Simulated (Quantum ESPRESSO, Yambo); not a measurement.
Planning a run of Yambo 5.3.0 on SnTe (Fm-3m). The input:

```
HF_and_locXC
gw0
dyson
ppa
em1d
rim_cut
RandQpts= 1000000
RandGvec= 1 RL
EXXRLvcs= 88 Ry
VXCRLvcs= 352 Ry
Chimod= "HARTREE"
% BndsRnXp
 1 | 129 |
%
NGsBlkXp= 11.5 Ry
% LongDrXp
 1 | 1 | 1 |
%
% GbndRnge
 1 | 129 |
%
DysSolver= "n"
ExtendOut
PPAPntXp= 27.21138 eV
% QPkrange
 3 | 3 | 22 | 25 |
 1 | 1 | 22 | 25 |
%
```

The database entry behind the starting cell differs from later determinations by our own check (about 0.3 % short), so it need not match the best structure at ambient conditions.

```sh
OMP_NUM_THREADS=1 mpirun -n 4 yambo -F gw1.in -J gw1 -C gw1 > gw1.log
```

The stored states that it reads are on a 4×4×4 mesh. The structure is cubic, space group Fm-3m (No. 225). The conventional cell has a = 6.302 Å, b = 6.302 Å, c = 6.302 Å, α = 90.00°, β = 90.00°, γ = 90.00°. Nearest to Sn lie 6 Te at 3.15 Å. Nearest to Te lie 6 Sn at 3.15 Å. Farther neighbours and most contacts between anions are not listed.

**Question.** Estimate wall time and host memory on 4 MPI ranks of Arm Neoverse V1, shared host.

It took 3.8 min; on shared hardware allow 1.9 min to 7.6 min. Peak host memory was 2.3 GiB.

The screening grows as filled bands × empty bands × pairs of k points, times the square of the screening basis for the matrix.

[Paths, hosts, dates, memory and timing lines, banners, echoed tables and standing remarks are left out of the program output.]

[Logs are printed without paths, hosts, clocks, repeated set-up lines and the standing remarks that a program may print on its own settings, such as how far it seeks lower states.]

[Runs of the session that timed out or met a known fault of the program may be left out.]

[Hosts, paths, dates, database ids (printed as entryN), source tags and the programs' standing remarks are cut or masked in the printed files.]
